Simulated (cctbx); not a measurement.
# Ca3Zn3P4N2: as given, inverted or twinned?

Space group P-62m (no. 189), a = 6.9610 Å, b = 6.9610 Å, c = 5.1390 Å, α = 90.00°, β = 90.00°, γ = 120.00°.

```csv
atom,mult.,x,y,z,Ueq (Å²)
Zn1,3,0.6450,0,1/2,0.0144
Ca1,3,0.3091,0,0,0.0159
P1,4,1/3,2/3,0.2079,0.0163
N1,2,0,0,0.3001,0.0198
```

The model is made up (kin elements in a known structure type, no relaxation), so it says nothing on whether the phase exists.

Data sets are simulated with cctbx and refined with Bijvoet mates kept apart; Flack x is then fitted as the share of an inverted twin with the atoms fixed, Hooft y from the Bijvoet differences. The group is acentric but holds improper operations, so there is an absolute structure (orientation) and no hand.

Untwinned crystal. What Flack and Hooft values should come out?

```csv
λ (Å),extinction (unmodelled),d min (Å),top counts,error (%),model,R1,Flack x,s.u.,Hooft y,s.u.,pairs
0.71073,0.1,0.77,70000,4,as given,0.0077,0.000,0.01,0.007,0.012,80
0.71073,0.1,0.77,70000,4,inverted,0.0399,0.978,0.016,1.015,0.013,80
1.54184,0.3,0.83,5000,2,as given,0.0144,0.01,0.02,0.026,0.022,65
```

With Mo Kα, x is within 3 s.u. of 0, so the absolute structure is right. With Cu Kα, x is within 3 s.u. of 0, so the absolute structure is right. Inverting the model turns x into about 1 − x.

A further crystal gives:

| λ (Å) | extinction (unmodelled) | d min (Å) | top counts | error (%) | model | R1 | Flack x | s.u. | Hooft y | s.u. | pairs |
| --- | --- | --- | --- | --- | --- | --- | --- | --- | --- | --- | --- |
| 1.54184 | 0 | 0.83 | 5000 | 3 | as given | 0.0217 | 0.24 | 0.05 | 0.172 | 0.033 | 65 |

**Question.** What is it?

It was simulated as an inversion twin with a fraction 0.15 of the inverted domain. Flack x is over 3 s.u. from both 0 and 1 and reads that fraction, roughly.

[Logs are printed without paths, hosts, clocks, repeated set-up lines and the standing remarks that a program may print on its own settings, such as how far it seeks lower states.]
